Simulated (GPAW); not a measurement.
## Ga3Sb: optical spectrum from first principles

Aim: the dielectric function of Ga3Sb, and the optical constants that follow from it.

Program: GPAW 26.7.0. Level of theory: DFT, RPBE, plane-wave PAW (GPAW data sets), scalar-relativistic, RPA, optical limit. Results are calculated unless marked as measured.

## (1) Set-up

The structure is tetragonal, space group I4/mmm (No. 139). The conventional cell has a = 4.318 Å, b = 4.318 Å, c = 9.521 Å, α = 90.00°, β = 90.00°, γ = 90.00°. Nearest to Sb lie 12 Ga at 3.05 to 3.21 Å. Ga has 4 Sb at 3.05 Å and 8 Ga at 3.21 Å nearest. Nearest to Ga lie 8 Ga at 3.05 to 3.21 Å and 4 Sb at 3.21 Å. Farther neighbours are not listed.

Coordinates:

```
Sb Ga
1.0
    -2.15880    2.15880    4.76048
     2.15880   -2.15880    4.76048
     2.15880    2.15880   -4.76048
Sb Ga
1 3
Direct
  0.00000 0.00000 0.00000
  0.50000 0.50000 0.00000
  0.25000 0.75000 0.50000
  0.75000 0.25000 0.50000
```

## (2) Ground state

The self-consistent density comes first; it also tells whether there is a gap, which decides the occupations and the need for a Drude term.

This step: DFT, RPBE, plane-wave PAW (GPAW data sets), scalar-relativistic, ground state (GPAW 26.7.0).

The input, gs.py:

```python
from ase import Atoms
from ase.dft.bandgap import bandgap
from gpaw import GPAW, PW, FermiDirac

atoms = Atoms(['Sb', 'Ga', 'Ga', 'Ga'],
              cell=[[-2.158799000000, 2.158799000000, 4.760484000000],
                    [2.158799000000, -2.158799000000, 4.760484000000],
                    [2.158799000000, 2.158799000000, -4.760484000000]],
              scaled_positions=[[0.000000000000, 0.000000000000, 0.000000000000],
                                [0.500000000000, 0.500000000000, 0.000000000000],
                                [0.250000000000, 0.750000000000, 0.500000000000],
                                [0.750000000000, 0.250000000000, 0.500000000000]],
              pbc=[True, True, True])
atoms.calc = GPAW(mode=PW(500), xc='RPBE', kpts={'size': (7, 7, 7), 'gamma': True},
                  occupations=FermiDirac(0.05), maxiter=150, txt='gs.txt')
print('energy (eV)', atoms.get_potential_energy())
print('Fermi level (eV)', atoms.calc.get_fermi_level())
print('valence electrons', atoms.calc.get_number_of_electrons())
print('gap (eV)', bandgap(atoms.calc, output=None)[0])
print('direct gap (eV)', bandgap(atoms.calc, direct=True, output=None)[0])
atoms.calc.write('gs.gpw')
```

Command:

```
> OMP_NUM_THREADS=1 python gs.py
```

Numbers of over 12 decimals in the logs are rounded to 6 here.

What it wrote:

```text
__  _  _
 | _ |_)|_||  |
 |__||  | ||/\| - 26.7.0

Versions:
  Python: 3.12.14
  ASE:    3.29.0
  Numpy:  2.5.5
  Scipy:  1.18.1
  Libxc:  7.0.0

Input parameters:
  mode=PW(ecut=500.0),
  kpts=MonkhorstPack(size=(7, 7, 7), gamma=True),
  maxiter=150,
  occupations=Occupations(name='fermi-dirac', width=0.05, fixmagmom=False),
  xc=XC(name='RPBE')

Diagonalizing LCAO Hamiltonian
Converting LCAO to pw mode

       Ga

         Ga
            Ga

       Sb

Atoms  # Å, Bohr magnetons
|   | symbol |        x |        y |        z |    initial magnetic moments |
| 0 |     Sb | 0.000000 | 0.000000 | 0.000000 | ( 0.0000,  0.0000,  0.0000) |
| 1 |     Ga | 0.000000 | 0.000000 | 4.760484 | ( 0.0000,  0.0000,  0.0000) |
| 2 |     Ga | 2.158799 | 0.000000 | 2.380242 | ( 0.0000,  0.0000,  0.0000) |
| 3 |     Ga | 0.000000 | 2.158799 | 2.380242 | ( 0.0000,  0.0000,  0.0000) |

Unit cell  # Å
| periodic |         x |         y |         z |  lengths |     angles |
|      yes | -2.158799 |  2.158799 |  4.760484 | 5.655354 | 135.118658 |
|      yes |  2.158799 | -2.158799 |  4.760484 | 5.655354 | 135.118658 |
|      yes |  2.158799 |  2.158799 | -4.760484 | 5.655354 |  65.345887 |

Number of symmetries: 16
Symmetry operations  # r_c * U_cc + t_c -> r_c
|    | kind |            matrix            |
|  0 |  σ   |  1, 1, 1,  0, 0,-1,  0,-1, 0 |
|  1 |  C4  |  1, 1, 1,  0, 0,-1, -1, 0, 0 |
|  2 |  E   |  1, 0, 0,  0, 1, 0,  0, 0, 1 |
|  3 |  σ   |  1, 0, 0,  0, 1, 0, -1,-1,-1 |
|  4 |  σ   |  0, 1, 0,  1, 0, 0,  0, 0, 1 |
|  5 |  C2  |  0, 1, 0,  1, 0, 0, -1,-1,-1 |
|  6 |  C2  |  0, 0, 1, -1,-1,-1,  1, 0, 0 |
|  7 |  S4  |  0, 0, 1, -1,-1,-1,  0, 1, 0 |
|  8 |  C4  |  0, 0,-1,  1, 1, 1,  0,-1, 0 |
|  9 |  σ   |  0, 0,-1,  1, 1, 1, -1, 0, 0 |
| 10 |  σ   |  0,-1, 0, -1, 0, 0,  1, 1, 1 |
| 11 |  C2  |  0,-1, 0, -1, 0, 0,  0, 0,-1 |
| 12 |  C2  | -1, 0, 0,  0,-1, 0,  1, 1, 1 |
| 13 |  i   | -1, 0, 0,  0,-1, 0,  0, 0,-1 |
| 14 |  S4  | -1,-1,-1,  0, 0, 1,  1, 0, 0 |
| 15 |  C2  | -1,-1,-1,  0, 0, 1,  0, 1, 0 |

BZ-sampling:
  Number of BZ points: 343
  Number of IBZ points: 40

  Monkhorst-Pack size: [7, 7, 7]
  Monkhorst-Pack shift: [0, 0, 0]

K-points  # in reciprocal-cell coordinates
|     |                                coordinates |     weight |
|   0 | (  0.00000000,   0.00000000,   0.00000000) | 0.00291545 |
|   1 | (  0.14285714,  -0.14285714,   0.00000000) | 0.01166181 |
|   2 | (  0.14285714,  -0.14285714,   0.14285714) | 0.01166181 |
|   3 | (  0.14285714,   0.00000000,   0.00000000) | 0.02332362 |
|   4 | (  0.14285714,   0.14285714,  -0.14285714) | 0.00583090 |
|   5 | (  0.28571429,  -0.28571429,   0.00000000) | 0.01166181 |
|   6 | (  0.28571429,  -0.28571429,   0.14285714) | 0.02332362 |
|   7 | (  0.28571429,  -0.28571429,   0.28571429) | 0.01166181 |
|   8 | (  0.28571429,  -0.14285714,   0.00000000) | 0.04664723 |
|   9 | (  0.28571429,  -0.14285714,   0.14285714) | 0.02332362 |
| ... |                                            |            |
|  39 | (  0.42857143,   0.42857143,   0.42857143) | 0.02332362 |

Plane wave coefficients: 2266
Cutoff: 500.0 eV

Spin-components: 1 (collinear spins)
Bands:           19
Projectors:      21
Spin-degeneracy: 2
Datatype:        complex128

Parallelization:
  kpt:    1
  domain: 1
  band:   1

Density:
  Valence electrons: 24.0
  Components: 1
  Grid points: [30 30 30]
  Charge: 0.0  # |e|

Potential:
  Grid points: [30 30 30]

species:
  Sb:
    name:    Antimony
    id:
    Z:       51.0
    valence: 15
    core:    36
    charge:  0.0  # [|e|]
    compensation charges:
      type: gauss
      rc: 0.36  # [Å]
      lmax: 2
    cutoffs:
      filter: 2.23  # [Å]
      core: 2.23  # [Å]
    projectors
    | kind |    occ | energy [eV] | rcut [Å] |
    |   5s |  2.000 |     -12.749 |    1.154 |
    |   5p |  3.000 |      -4.786 |    1.233 |
    |   4d | 10.000 |     -33.516 |    1.196 |
    |    s |        |      14.463 |    1.154 |
    |    p |        |      22.425 |    1.233 |
    |    d |        |      -6.304 |    1.196 |

    Using partial waves for Sb as LCAO basis

  Ga:
    name:    Gallium
    id:
    Z:       31.0
    valence: 3
    core:    28
    charge:  0.0  # [|e|]
    compensation charges:
      type: gauss
      rc: 0.37  # [Å]
      lmax: 2
    cutoffs:
      filter: 2.06  # [Å]
      core: 4.17  # [Å]
    projectors
    | kind |    occ | energy [eV] | rcut [Å] |
    |   4s |  2.000 |      -8.878 |    1.164 |
    |   4p |  1.000 |      -2.543 |    1.164 |
    |    s |        |      18.334 |    1.164 |
    |    p |        |      24.668 |    1.164 |
    |    d |        |       0.000 |    1.164 |

    Using partial waves for Ga as LCAO basis

Reference energy: -334962.450236  # eV

eigensolver:
  PPCG
  Converge bands: occupied
  niter=2

density mixing:
  MSR1-Mixer
  Pratt-step length: 0.05
  Maximum mixing coefficient: 0.75
  Old densities: 10
  SVD Regularization: 0.005
  Good broyden scale: 1.0
  Trust region scale: 1.0
  Backstep threshold: 4.0
  History deletion threshold: 6.0
  Fourier metric: weight=20.0, sigma=0.015

occupation numbers:
  Fermi-Dirac:
    width: 0.0500  # eV

poisson solver:
  ecut: 4000.0  # eV

xc functional:
  name: RPBE with 2 nearest neighbor stencil

convergence criteria:
- Maximum [total energy] change in last 3 cyles: 0.0005 eV / valence electron
- Maximum integral of absolute [dens]ity change: 0.0001 electrons / valence electron
- Maximum integral of absolute [eigenst]ate change: 4e-08 eV^2 / valence electron
maximum number of iterations: 150

SCF iterations
|iter     |      energy | eigst |  dens |
|iter:   1||  -11.517112 | +0.41 |       |
|iter:   2||  -11.518013 | -2.24 | -1.40 |
|iter:   3||  -11.483883 | -2.50 | -1.42 |
|iter:   4||  -11.482884 | -3.11 | -1.98 |
|iter:   5||  -11.483039c| -4.17 | -2.75 |
|iter:   6||  -11.483033c| -5.51 | -3.17 |
|iter:   7||  -11.483039c| -6.27 | -3.79 |
|iter:   8||  -11.483039c| -7.13 | -4.38c|
|iter:   9||  -11.483039c| -7.97c| -4.97c|

Converged in 9 steps
SCF loop duration: 26.286 s (2.921 s/step)
Energy contributions relative to reference atoms: (reference = -334962.450236)

Energy contributions:
  Kinetic:          16.548848
  Coulomb:         -13.906190
  Zero:              0.181142
  External:          0.000000
  Xc:              -14.300146
  Entropy:          -0.013386
  Spinorbit:         0.000000
  ----------------------------
  Free energy:     -11.489732
  Extrapolated:    -11.483039

dipole moment: (-13.340640, -13.340640, -4.910237)  # |e|*Ang

Fermi level: 6.265
Eigenvalues  # (at kpt = [0.000, 0.000, 0.000])
| band index |      eig [eV] | occ [0-2] |
|          0 |       -22.818 |     2.000 |
|        ... |               |           |
|          6 |         0.968 |     2.000 |
|          7 |         2.500 |     2.000 |
|          8 |         3.427 |     2.000 |
|          9 |         4.506 |     2.000 |
|         10 |         4.562 |     2.000 |
|         11 |         4.562 |     2.000 |
|         12 |         6.069 |     1.961 |
|         13 |         6.069 |     1.961 |
|         14 |         7.288 |     0.000 |
|         15 |         7.575 |     0.000 |
|         16 |        10.841 |     0.000 |
|         17 |        10.841 |     0.000 |
|         18 |        14.286 |     0.000 |

No gap
No difference between direct/indirect transitions

--- standard output ---
energy (eV) -11.483039
Fermi level (eV) 6.264674
valence electrons 24.0
gap (eV) 0.0
direct gap (eV) 0.0
```

Elapsed: 30 s, on 1 thread of Intel Xeon Platinum 8488C (Sapphire Rapids), shared host; peak memory 0.21 GiB.

Numbers from this step:

| Property | Result |
| --- | --- |
| energy | -11.48 eV |
| Fermi energy | 6.265 eV |
| electrons | 24 |

There are states at the Fermi level within the smearing, so the occupations stay smeared and the carriers get a Drude term.

## (3) Bands for the response

At the fixed density, many empty bands are solved on the mesh of the response, since the spectrum sums over them.

This step: DFT, RPBE, plane-wave PAW (GPAW data sets), scalar-relativistic, bands at fixed density (GPAW 26.7.0).

The input, nscf.py:

```python
from ase.dft.bandgap import bandgap
from gpaw import GPAW, FermiDirac

calc = GPAW('gs.gpw').fixed_density(kpts={'size': (10, 10, 10), 'gamma': True}, nbands=61, convergence={'bands': 55},
                                    occupations=FermiDirac(0.05), txt='nscf.txt')
print('gap (eV)', bandgap(calc, output=None)[0])
print('direct gap (eV)', bandgap(calc, direct=True, output=None)[0])
print('top band over the Fermi level (eV)', min(calc.get_eigenvalues(kpt=k)[54] for k in range(len(calc.get_ibz_k_points()))) - calc.get_fermi_level())
calc.write('full.gpw', mode='all')
```

Command:

```
> OMP_NUM_THREADS=1 python nscf.py
```

What it wrote:

```text
Diagonalizing LCAO Hamiltonian
Converting LCAO to pw mode
convergence criteria:
- Maximum integral of absolute [eigenst]ate change: 4e-08 eV^2 / valence electron
maximum number of iterations: 150

SCF iterations
|iter     |      energy | eigst |  dens |
|iter:   1||             | +3.70 |       |
|iter:   2||             | +2.35 |       |
|iter:   3||             | +1.38 |       |
|iter:   4||             | +0.27 |       |
|iter:   5||             | -0.68 |       |
|iter:   6||             | -1.69 |       |
|iter:   7||             | -2.60 |       |
|iter:   8||             | -3.63 |       |
|iter:   9||             | -4.46 |       |
|iter:  10||             | -5.43 |       |
|iter:  11||             | -6.22 |       |
|iter:  12||             | -7.01 |       |
|iter:  13||             | -7.52c|       |
SCF steps: 13
  __  _  _
 | _ |_)|_||  |
 |__||  | ||/\| - 26.7.0

Versions:
  Python: 3.12.14
  ASE:    3.29.0
  Numpy:  2.5.5
  Scipy:  1.18.1
  Libxc:  7.0.0

Input parameters:
  mode=PW(ecut=500.0),
  convergence={'bands': 55},
  gpts=array([30, 30, 30]),
  kpts=MonkhorstPack(size=(10, 10, 10), gamma=True),
  maxiter=150,
  nbands=61,
  occupations=Occupations(name='fermi-dirac', width=0.05, fixmagmom=False),
  parallel={},
  xc=XC(name='RPBE')

--- standard output ---
gap (eV) 0.0
direct gap (eV) 0.0
top band over the Fermi level (eV) 25.995891
```

It took 4.9 min on 1 thread; peak memory 0.46 GiB.

[end of part 1 of 2]

[Machine, clock and banner lines and Python warnings are left out of the logs.]

[Logs are printed without paths, hosts, clocks, repeated set-up lines and the standing remarks that a program may print on its own settings, such as how far it seeks lower states.]

[Hosts, paths, dates, database ids (printed as entryN), source tags and the programs' standing remarks are cut or masked in the printed files.]
